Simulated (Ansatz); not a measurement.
The compound is SrNbO3 (Pm-3m).

Symmetry: Pm-3m, No. 221, cubic system. The conventional cell has a = 3.997 Å, b = 3.997 Å, c = 3.997 Å, α = 90.00°, β = 90.00°, γ = 90.00°. Nearest to Sr lie 12 O at 2.83 Å. Nearest to Nb lie 6 O at 2.00 Å. O has 2 Nb at 2.00 Å and 4 Sr at 2.83 Å nearest. Farther neighbours and most contacts between anions are not listed.

```
Sr Nb O
1.0
     0.00000   -3.99700    0.00000
     0.00000    0.00000    3.99700
    -3.99700    0.00000    0.00000
Sr Nb O
1 1 3
Direct
  0.00000 0.00000 0.00000
  0.50000 0.50000 0.50000
  0.50000 0.50000 0.00000
  0.50000 0.00000 0.50000
  0.00000 0.50000 0.50000
```

 The program's search for lower electronic states was switched off, so nothing shows that the state found is the lowest. PAW set soft_2, made with PBE.

A constrained-RPA run (Ansatz 0.2.0; non-magnetic LDA; Nb t2g + anion p, bands v10 to c2, 6×6×6 mesh, medium accuracy) builds 12 functions on bands 11 eV wide, with 19.0 electrons in the window. The bare on-site interaction is 12.7 eV and the bare J 0.54 eV.

Question: Estimate U, U′ and J.

On the Nb t2g shell, U = 4.77 eV (37 % of the bare value), U′ = 4.01 eV, J = 0.40 eV.

The parent state is non-magnetic and the interaction static (zero frequency); U depends on the window and the orbitals, so it belongs to this model alone. A window that holds the anion p bands defines a model with explicit ligands; its U belongs to that model and is not the U of DFT+U.

[Paths, hosts, dates, memory and timing lines, banners, echoed tables and standing remarks are left out of the program output.]

[Logs are printed without paths, hosts, clocks, repeated set-up lines and the standing remarks that a program may print on its own settings, such as how far it seeks lower states.]

[Runs of the session that timed out or met a known fault of the program may be left out.]

[Hosts, paths, dates, database ids (printed as entryN), source tags and the programs' standing remarks are cut or masked in the printed files.]
